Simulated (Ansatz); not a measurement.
**H-GaAs-H chair monolayer in a perpendicular field**

Wanted: the out-of-plane response of the H-GaAs-H chair monolayer. A positive field points along +c.

Calculated with Ansatz 0.2.0; plane-wave DFT, PBE-D3(BJ), Ansatz PAW.

### 1. Starting point

The cell holds 4 atoms: 2 H, 1 As and 1 Ga. Cell: a = 3.977 Å, b = 3.977 Å, c = 38.633 Å, α = 90.0°, β = 90.0°, γ = 120.0°. Vacuum lies along c.

As a file:

```cif
data_structure
_symmetry_space_group_name_H-M 'P 1'
_symmetry_Int_Tables_number 1
_cell_length_a 3.9765
_cell_length_b 3.9765
_cell_length_c 38.6333
_cell_angle_alpha 90.000
_cell_angle_beta 90.000
_cell_angle_gamma 120.000
_cell_volume 529.05
loop_
_atom_site_label
_atom_site_type_symbol
_atom_site_fract_x
_atom_site_fract_y
_atom_site_fract_z
_atom_site_occupancy
H1 H 0.66667 0.33333 0.45039 1
As2 As 0.66667 0.33333 0.48921 1
Ga3 Ga 0.33333 0.66667 0.51001 1
H4 H 0.33333 0.66667 0.54961 1
```

### 2. Relaxing the slab

The starting cell is a guess, so the in-plane lattice and the atoms are relaxed first, with the slab cut off from its images along the normal.

Input file input.yaml:

```yaml
crystal:
  lattice:
    - [3.9765, 0.0, 0.0]
    - [-1.98825, 3.4437500181, 0.0]
    - [0.0, 0.0, 38.6333333315]
  atoms:
    - { symbol: H, position: [0.6666666667, 0.3333333333, 0.4503882658] }
    - { symbol: As, position: [0.6666666667, 0.3333333333, 0.4892148404] }
    - { symbol: Ga, position: [0.3333333333, 0.6666666667, 0.5100086281] }
    - { symbol: H, position: [0.3333333333, 0.6666666667, 0.5496117342] }
  periodic: [true, true, false]
kpoints:
  mp_grid: { grid: [12, 12, 1] }
hamiltonian:
  xc: pbe
  dispersion: d3bj
scf:
  occupations: { method: fermi_dirac, width: 0.05 }
  convergence: { dr2_threshold: 1.0e-09 }
relax:
  f_tol: 0.004
  max_steps: 90
  cell: {}
output:
  write_potential: true
  write_density: true
  volumetric_format: npy
```

The run is started by

```sh
ansatz run input.yaml --threads 2 --pin off --max-ram 3072MiB --backend cpu --events-out ev --progress --plain --runs-dir out
```

The log of the run:

```text
Warning: relax.cell: scf.convergence.dr2_threshold = 1e-9 eV is looser than the 2.09028886762e-10 eV advised for a relaxation that steers and ends on the stress (1e-10 eV for each atom of the cell: 4, times the square of relax.cell.stress_2d_tol = 0.05 N/m over 13.8 Å (the atoms' height at the walk's start and 5 Å past either face), 3.614e-2 GPa, over a crystal's default 0.05). What an SCF threshold leaves in a stress goes as its square root, and in the free energy as the threshold itself, and one threshold admits the most on a small cell: [figures from the program's tests cut] Set scf.convergence.dr2_threshold to 2.09028886762e-10 eV or tighter. [rest of the remark cut]
Engine: ansatz 0.2.0, aarch64-unknown-linux-gnu
Pseudopotentials: kind: paw
Pseudopotential: H, paw, valence charge 1, recommended cutoff 420 eV (normal), H.paw.azcp
Pseudopotential: As, paw, valence charge 15, recommended cutoff 420 eV (normal), As.paw.azcp
Pseudopotential: Ga, paw, valence charge 13, recommended cutoff 420 eV (normal), Ga.paw.azcp
Functional definition: PBE
  parameter kappa = 0.804
  parameter beta = 0.066725
  exchange = pbe_x(kappa = kappa, mu = beta*pi^2/3)
  correlation = pbe_c(beta = beta)
Crystal: 4 atoms, lattice volume = 529.048 Å³
Basis set: ecut = 420 eV, 10473 PW (Γ), exchange–correlation on 54×54×540 points (8 copies of the dense FFT grid, shifted against one another)
Bands: 19, of which v1, the nominal top of the filled ones, is band 15 counted from 1 (14 counted from 0)
Symmetry: 6 space group operations
Space group: P3m1 (ITA 156), of the structure as read, at distance tolerance 8.1e-5 Å
k-points: 19 of 144 (time reversal used)
Non-local potential: H, projectors of the file, l = 0: 2, l = 1: 1
Non-local potential: As, projectors of the file, l = 0: 2, l = 1: 2, l = 2: 3, l = 3: 1
Non-local potential: Ga, projectors of the file, l = 0: 2, l = 1: 2, l = 2: 3, l = 3: 1
PAW form: soft (Blöchl's): semilocal exchange-correlation on the pseudo side does not see the compensation charge
PAW one-centre angular grid: H, 110 points (default); XC on 64 Gauss nodes
PAW one-centre angular grid: As, 590 points (default); XC on 64 Gauss nodes
PAW one-centre angular grid: Ga, 590 points (default); XC on 64 Gauss nodes
Initial density: superposition of atomic densities (neutral atoms: chi_scale 0, normalization atom), corrected by the library's trained network
Initial wavefunctions: pseudopotential atomic-orbital guess
Functional: x = pbe(κ = 0.804, μ = 0.219515), c = pbe(β = 0.066725)
SCF iter   1: F=—  HF=-8671.297468 eV  |F-HF|=—  |Δ(HF+E_count)|=         —  Δρ=8.90e-4  dr2=8.12e-3  ethr=1.77e-3  ⟨swp⟩=9.7  Hψ=2461  notcnv=0
preconditioner: auto → Resta (q_TF=auto, 1.691 Å⁻¹)  ε∞=1.3  [insulator: Δε(μ)=1.971 eV  Ē_g=14.031 eV  σ=0.050 eV  W_gap=1.00  n_scr=20 (ndim 8)  ℏωp=7.2 eV  f_vac=0.846  D(μ)=0.00/eV (n_scr^D=0)  ε∞_Penn≈1.3  vacuum switching on, ρ_ref=1.4e-2 e/Å³]
SCF iter   2: F=—  HF=-8671.295958 eV  |F-HF|=—  |Δ(HF+E_count)|=   1.51e-3  Δρ=4.28e-4  dr2=2.42e-3  ethr=2.71e-5  ⟨swp⟩=3.4  Hψ=993  notcnv=0
SCF iter   3: F=—  HF=-8671.296378 eV  |F-HF|=—  |Δ(HF+E_count)|=   4.21e-4  Δρ=2.33e-4  dr2=9.23e-4  ethr=8.06e-6  ⟨swp⟩=2.5  Hψ=636  notcnv=0
SCF iter   4: F=—  HF=-8671.296718 eV  |F-HF|=—  |Δ(HF+E_count)|=   3.40e-4  Δρ=1.07e-4  dr2=8.17e-5  ethr=3.08e-6  ⟨swp⟩=2.7  Hψ=551  notcnv=0
SCF iter   5: F=—  HF=-8671.296810 eV  |F-HF|=—  |Δ(HF+E_count)|=   9.15e-5  Δρ=3.84e-5  dr2=1.08e-5  ethr=2.72e-7  ⟨swp⟩=2.9  Hψ=654  notcnv=0
SCF iter   6: F=—  HF=-8671.296843 eV  |F-HF|=—  |Δ(HF+E_count)|=   3.34e-5  Δρ=1.05e-5  dr2=5.97e-7  ethr=3.62e-8  ⟨swp⟩=3.0  Hψ=673  notcnv=0
SCF iter   7: F=—  HF=-8671.296848 eV  |F-HF|=—  |Δ(HF+E_count)|=   4.60e-6  Δρ=2.93e-6  dr2=3.82e-8  ethr=1.99e-9  ⟨swp⟩=2.4  Hψ=529  notcnv=0
SCF iter   8: F=—  HF=-8671.296848 eV  |F-HF|=—  |Δ(HF+E_count)|=   2.21e-7  Δρ=4.40e-7  dr2=1.13e-9  ethr=1.27e-10  ⟨swp⟩=3.3  Hψ=642  notcnv=0
SCF iter   9: F=-8671.296848 eV  HF=-8671.296848 eV  |F-HF|=9.80e-10  |Δ(HF+E_count)|=   7.51e-9  Δρ=1.35e-7  dr2=6.51e-11  ethr=3.33e-12  ⟨swp⟩=10.3  Hψ=2337  notcnv=0
SCF 1 converged in 9 iterations: F = -8671.296848 eV  dr2 = 6.51e-11
  greatest PAW one-centre occupation: 0.999 electrons in one spin orbital (limit 2), on the As atom at site 1 (counted from 0), in its partial waves of l = 2
relax step   1: F+E_penalty+E_count = -8671.29684792 eV  Δ(F+E_penalty+E_count) = +0.000e0 eV  max|allowed force component| = 4.201e-1 eV/Å  Δτ_max = 0.0000 Å  P = +1.065 N/m  Ω = 529.048 Å³  fix = [c, alpha, beta]  reactions: c +0.000 N/m  (9 SCF iters, accepted)
Crystal: 4 atoms, lattice volume = 536.270 Å³
Basis set: ecut = 420 eV, 10545 PW (Γ), exchange–correlation on 54×54×540 points (8 copies of the dense FFT grid, shifted against one another)
Initial density: handed on by an earlier stage of this run
Initial wavefunctions: those handed on with the density
iter 1 solved again at ethr=1.23e-5 eV; its pass at ethr=3.10e-3 eV (dr2=3.70e-3 eV) is discarded
SCF iter   1: F=—  HF=-8671.315462 eV  |F-HF|=—  |Δ(HF+E_count)|=         —  Δρ=8.36e-4  dr2=3.62e-3  ethr=1.23e-5  ⟨swp⟩=2.1  Hψ=2382  notcnv=0
preconditioner: auto → Resta (q_TF=auto, 1.687 Å⁻¹)  ε∞=1.3  [insulator: Δε(μ)=1.884 eV  Ē_g=13.914 eV  σ=0.050 eV  W_gap=1.00  n_scr=20 (ndim 8)  ℏωp=7.2 eV  f_vac=0.847  D(μ)=0.00/eV (n_scr^D=0)  ε∞_Penn≈1.3  vacuum switching on, ρ_ref=1.4e-2 e/Å³]
SCF iter   2: F=—  HF=-8671.314632 eV  |F-HF|=—  |Δ(HF+E_count)|=   8.29e-4  Δρ=3.51e-4  dr2=8.39e-4  ethr=1.21e-5  ⟨swp⟩=2.6  Hψ=497  notcnv=0
SCF iter   3: F=—  HF=-8671.314613 eV  |F-HF|=—  |Δ(HF+E_count)|=   1.92e-5  Δρ=1.97e-4  dr2=7.51e-4  ethr=2.80e-6  ⟨swp⟩=3.1  Hψ=570  notcnv=0
SCF iter   4: F=—  HF=-8671.314484 eV  |F-HF|=—  |Δ(HF+E_count)|=   1.29e-4  Δρ=4.96e-5  dr2=7.54e-6  ethr=2.50e-6  ⟨swp⟩=2.1  Hψ=425  notcnv=0
SCF iter   5: F=—  HF=-8671.314486 eV  |F-HF|=—  |Δ(HF+E_count)|=   2.55e-6  Δρ=1.40e-5  dr2=7.41e-7  ethr=2.51e-8  ⟨swp⟩=3.3  Hψ=764  notcnv=0
SCF iter   6: F=—  HF=-8671.314489 eV  |F-HF|=—  |Δ(HF+E_count)|=   2.44e-6  Δρ=2.42e-6  dr2=2.41e-8  ethr=2.47e-9  ⟨swp⟩=3.0  Hψ=708  notcnv=0
SCF iter   7: F=—  HF=-8671.314489 eV  |F-HF|=—  |Δ(HF+E_count)|=   2.49e-8  Δρ=6.88e-7  dr2=2.12e-9  ethr=8.03e-11  ⟨swp⟩=2.3  Hψ=580  notcnv=0
SCF iter   8: F=-8671.314489 eV  HF=-8671.314489 eV  |F-HF|=4.00e-11  |Δ(HF+E_count)|=   4.99e-9  Δρ=2.90e-7  dr2=4.47e-10  ethr=3.33e-12  ⟨swp⟩=10.3  Hψ=2343  notcnv=0
SCF 2 converged in 8 iterations: F = -8671.314489 eV  dr2 = 4.47e-10
[...]
relax step   3: F+E_penalty+E_count = -8671.31895519 eV  Δ(F+E_penalty+E_count) = -4.466e-3 eV  max|allowed force component| = 7.289e-2 eV/Å  Δτ_max = 0.0129 Å  P = +0.117 N/m  Ω = 545.599 Å³  energy of the carried Pulay correction = -1.112e-3 eV  fix = [c, alpha, beta]  reactions: c +0.000 N/m  (8 SCF iters, accepted)
[...]
relax step   4: F+E_penalty+E_count = -8671.31913482 eV  Δ(F+E_penalty+E_count) = -1.796e-4 eV  max|allowed force component| = 1.478e-2 eV/Å  Δτ_max = 0.0035 Å  P = -0.004 N/m  Ω = 547.011 Å³  energy of the carried Pulay correction = -1.206e-3 eV  fix = [c, alpha, beta]  reactions: c -0.000 N/m  (7 SCF iters, accepted)
[...]
relax step   5: F+E_penalty+E_count = -8671.31915568 eV  Δ(F+E_penalty+E_count) = -2.086e-5 eV  max|allowed force component| = 4.717e-3 eV/Å  Δτ_max = 0.0017 Å  P = +0.001 N/m  Ω = 547.131 Å³  energy of the carried Pulay correction = -1.213e-3 eV  fix = [c, alpha, beta]  reactions: c +0.000 N/m  (6 SCF iters, accepted)
[...]
relax step   6: F+E_penalty+E_count = -8671.31915404 eV  Δ(F+E_penalty+E_count) = +1.634e-6 eV  max|allowed force component| = 1.253e-4 eV/Å  Δτ_max = 0.0005 Å  P = +0.000 N/m  Ω = 547.180 Å³  energy of the carried Pulay correction = -1.217e-3 eV  fix = [c, alpha, beta]  reactions: c +0.000 N/m  (5 SCF iters, accepted)
Basis set: ecut = 420 eV, 10713 PW (Γ), exchange–correlation on 60×60×540 points (8 copies of the dense FFT grid, shifted against one another)
Initial wavefunctions: pseudopotential atomic-orbital guess (no wavefunctions were taken with the density)
iter 1 solved again at ethr=6.28e-7 eV; its pass at ethr=3.10e-3 eV (dr2=1.88e-4 eV) is discarded
SCF iter   1: F=—  HF=-8671.313409 eV  |F-HF|=—  |Δ(HF+E_count)|=         —  Δρ=1.43e-4  dr2=3.39e-6  ethr=6.28e-7  ⟨swp⟩=4.5  Hψ=3575  notcnv=0
preconditioner: auto → Resta (q_TF=auto, 1.682 Å⁻¹)  ε∞=1.3  [insulator: Δε(μ)=1.769 eV  Ē_g=13.868 eV  σ=0.050 eV  W_gap=1.00  n_scr=20 (ndim 8)  ℏωp=7.1 eV  f_vac=0.847  D(μ)=0.00/eV (n_scr^D=0)  ε∞_Penn≈1.3  vacuum switching on, ρ_ref=1.4e-2 e/Å³]
SCF iter   2: F=—  HF=-8671.317904 eV  |F-HF|=—  |Δ(HF+E_count)|=   4.49e-3  Δρ=7.20e-5  dr2=1.06e-6  ethr=1.13e-8  ⟨swp⟩=4.0  Hψ=952  notcnv=0
SCF iter   3: F=—  HF=-8671.319878 eV  |F-HF|=—  |Δ(HF+E_count)|=   1.97e-3  Δρ=2.76e-5  dr2=2.31e-7  ethr=3.52e-9  ⟨swp⟩=2.8  Hψ=600  notcnv=0
SCF iter   4: F=—  HF=-8671.320434 eV  |F-HF|=—  |Δ(HF+E_count)|=   5.56e-4  Δρ=4.24e-6  dr2=2.58e-7  ethr=7.71e-10  ⟨swp⟩=2.9  Hψ=643  notcnv=0
SCF iter   5: F=—  HF=-8671.320453 eV  |F-HF|=—  |Δ(HF+E_count)|=   1.88e-5  Δρ=1.28e-6  dr2=2.64e-8  ethr=7.71e-10  ⟨swp⟩=2.4  Hψ=497  notcnv=0
iter 6 met the thresholds in force, and the SCF goes on: an eigenvalue changes by 26.72 meV, over its tolerance of 1.18 meV (output.eigenvalues, Limitations)
SCF iter   6: F=-8671.320455 eV  HF=-8671.320454 eV  |F-HF|=1.43e-6  |Δ(HF+E_count)|=   7.34e-7  Δρ=5.93e-7  dr2=9.32e-10  ethr=3.33e-12  ⟨swp⟩=15.1  Hψ=3162  notcnv=0
iter 7 met the thresholds in force, and the SCF goes on: an eigenvalue changes by 8.01 meV, over its tolerance of 1.07 meV (output.eigenvalues, Limitations)
SCF iter   7: F=-8671.320455 eV  HF=-8671.320455 eV  |F-HF|=1.97e-7  |Δ(HF+E_count)|=   1.24e-6  Δρ=1.67e-7  dr2=1.04e-10  ethr=3.11e-12  ⟨swp⟩=9.4  Hψ=2293  notcnv=0
Mixer restart at iter 7: flushing history
SCF iter   8: F=-8671.320455 eV  HF=-8671.320455 eV  |F-HF|=2.29e-10  |Δ(HF+E_count)|=   1.97e-7  Δρ=1.14e-7  dr2=1.41e-10  ethr=1.00e-12  ⟨swp⟩=8.2  Hψ=2283  notcnv=0
SCF 7 converged in 8 iterations: F = -8671.320455 eV  dr2 = 1.41e-10
relax step   7: F+E_penalty+E_count = -8671.32045526 eV  Δ(F+E_penalty+E_count) = -1.301e-3 eV  max|allowed force component| = 7.316e-4 eV/Å  Δτ_max = 0.0000 Å  P = +0.007 N/m  Ω = 547.180 Å³  fix = [c, alpha, beta]  reactions: c +0.000 N/m  stress off target by 7.34e-3 N/m on what of the cell is left free  SCF on the basis re-selected at this cell (its energy is not comparable with the rows above)  (8 SCF iters)
basis re-selected at this cell: Δ(F+E_penalty+E_count) = -1.301e-3 eV, ΔP = +0.007 N/m vs the last step (what re-selecting the basis moved, of the pressure what is left beyond the Pulay correction that the steps carried, after the strain that the cell walked since its last selection, with what the two solves' SCF thresholds leave and, on support functions, any second-order correction that the steps lacked; it is no measure of the basis error at this ecutwfc). The dense FFT grid was sized anew with the basis: this SCF ran on 30×30×270 points, the steps before it on 27×27×270, so part of this shift can come from that change (see relax.cell in the input reference). [rest of the remark cut]
WARN: The output density's exchange-correlation potential varies sharply where the density is thin. Do not read a vacuum level from v_tot or v_xc, or from such a field of the output density. On a cell that repeats whose density bears no net charge and no dipole along the vacuum's axis use v_es (v_loc + v_h of the components); under efield.dipole_correction with no amplitude use v_es + v_field, which holds any externa [...]
SCF converged after 8 iterations
an eigenvalue changed by more than its tolerance at an iteration that met the thresholds in force, so the SCF went on 2 times, its first undamped step at iteration 7: the last check found none over its tolerance
Free energy (F): -8671.320455 eV
Harris-Foulkes:  -8671.320455 eV  (|F-HF|=2.29e-10)
Internal energy: -8671.320455 eV  (E = F + TS)
E sigma→0 (E₀):  -8671.320455 eV
Fermi energy:    -4.367213 eV
--- Per-component energies (eV) ---
  E_band       = -690.738022
  E_kinetic    = 244.426959
  E_local      = -54512.236435  (includes V_loc(G=0)·N_el)
  E_nonlocal   = -242.789874
  E_hartree    = 27079.758060
  E_xc         = -165.147815
  E_vxc        = -158.891896  (∫ρ·V_xc dr)
  E_paw        = -3825.290732  (= ΣΔE_a)
  E_vpaw       = -180.759679  (= ΣTr[D̂ρ^β])
  E_aug_tail   = -0.002498  (compensation charges beyond the density's cutoff)
  E_ewald      = 22750.321042
  E_disp       = -0.359161  (pairwise vdW)
  E_smearing   = -0.000000  (= −TS)
  E_closure    = -0.000000  (closes the sum)
  Σ components = -8671.320455   (vs F -8671.320455, Δ=0.00e0)
--- Forces (eV/Å), atoms counted from 1 ---
  atom   1  H      0.00000000     0.00000000     0.00073298
  atom   2  As    -0.00000000    -0.00000000    -0.00052893
  atom   3  Ga    -0.00000000     0.00000000     0.00025917
  atom   4  H     -0.00000000     0.00000000    -0.00045760
  max |Σ_I F_I| component: 5.63e-6 eV/Å
--- 2D stress c σ (N/m, compression-positive) ---
        0.007341       0.000000      -0.000000
       -0.000000       0.007341      -0.000000
       -0.000000      -0.000000       0.000000
  P = ½ c Tr σ = 0.0073 N/m
--- Band table (eV; the first three rows and the last of 19) ---
  k-point 0: bands = [... 11 lower, -11.0217, -7.4328, -5.2758, -5.2758, -3.5050, -1.5535, -0.5062, -0.2152]
  k-point 1: bands = [... 11 lower, -11.0040, -7.4707, -5.8968, -5.3978, -2.8910, -1.5201, -0.4264, -0.4100]
  k-point 2: bands = [... 11 lower, -10.9666, -7.6989, -6.7216, -5.6923, -2.2613, -1.3922, -0.3249, -0.1903]
  k-point 18: bands = [... 11 lower, -11.3524, -9.0561, -8.1821, -7.0909, -0.8320, -0.5271, 0.0235, 1.4406]
  the weakly bound empty levels are not read free of the cell's end (no_gap_told)
--- Relaxed structure (6 steps of the walk, 6 accepted, 1 SCFs on fresh bases) ---
  F+E_penalty+E_count = -8671.32045526 eV   max|allowed force component| = 7.316e-4 eV/Å   (the final SCF, on the basis selected at the relaxed cell)
  cell:  # Å, volume = 547.1798 Å³
    - [4.044069, 2.500572e-18, 0]
    - [-2.022035, 3.502267, 0]
    - [0, 0, 38.6333333315]
  atoms:
    - { symbol: H, position: [0.666667, 0.333333, 0.449942] }
    - { symbol: As, position: [0.666667, 0.333333, 0.489258] }
    - { symbol: Ga, position: [0.333333, 0.666667, 0.509822] }
    - { symbol: H, position: [0.333333, 0.666667, 0.550201] }
```

The job ended after 64 s (2 threads of Arm Neoverse V1, shared host; peak memory 0.72 GiB).

Step by step:

```
step  energy less that of the first step (eV)  largest force component (eV/Å)  volume (Å³)
   1                                   0.0000                          0.4201       529.05
   2                                  -0.0176                          0.1170       536.27
   3                                  -0.0221                          0.0729       545.60
   4                                  -0.0223                          0.0148       547.01
   5                                  -0.0223                          0.0047       547.13
   6                                  -0.0223                          0.0001       547.18
  7*                                  -0.0236                          0.0007       547.18
```

Relaxation steps marked * repeat the geometry before them on a plane-wave basis chosen anew for their cell, so energy and pressure can jump there.

Forces are held to the 6 operations that the program found; a distortion that breaks them can't arise in this run.

```
cell as run  before  after  change
      a (Å)   3.977  4.044  +1.7 %
      b (Å)   3.977  4.044  +1.7 %
```

The atoms that moved most (Å, along periodic axes as changes of fractional coordinates times the final cell, across vacuum about the mean position):

```
atom     dx     dy      dz  length
  H4  0.000  0.000   0.023   0.023
  H1  0.000  0.000  -0.017   0.017
 Ga3  0.000  0.000  -0.007   0.007
```

The relaxed structure:

```xyz
4
Lattice="4.0441 0.0000 0.0000 -2.0220 3.5023 0.0000 0.0000 0.0000 38.6333" Properties=species:S:1:pos:R:3
H     2.0220    1.1674   17.3828
As    2.0220    1.1674   18.9017
Ga    0.0000    2.3348   19.6961
H     0.0000    2.3348   21.2561
```

The lattice constant a goes from 3.977 to 4.044 Å.

(Continued in part 2 of 3.)

[Long decimals in the printed logs are rounded to 6 places.]

[Logs are printed without paths, hosts, clocks, repeated set-up lines and the standing remarks that a program may print on its own settings, such as how far it seeks lower states.]

[Hosts, paths, dates, database ids (printed as entryN), source tags and the programs' standing remarks are cut or masked in the printed files.]

[Maps of the electrostatic potential energy from Ansatz leave out the sawtooth potential of an applied field or a dipole correction, so their vacuum need not be flat; planar profiles and work functions include it.]
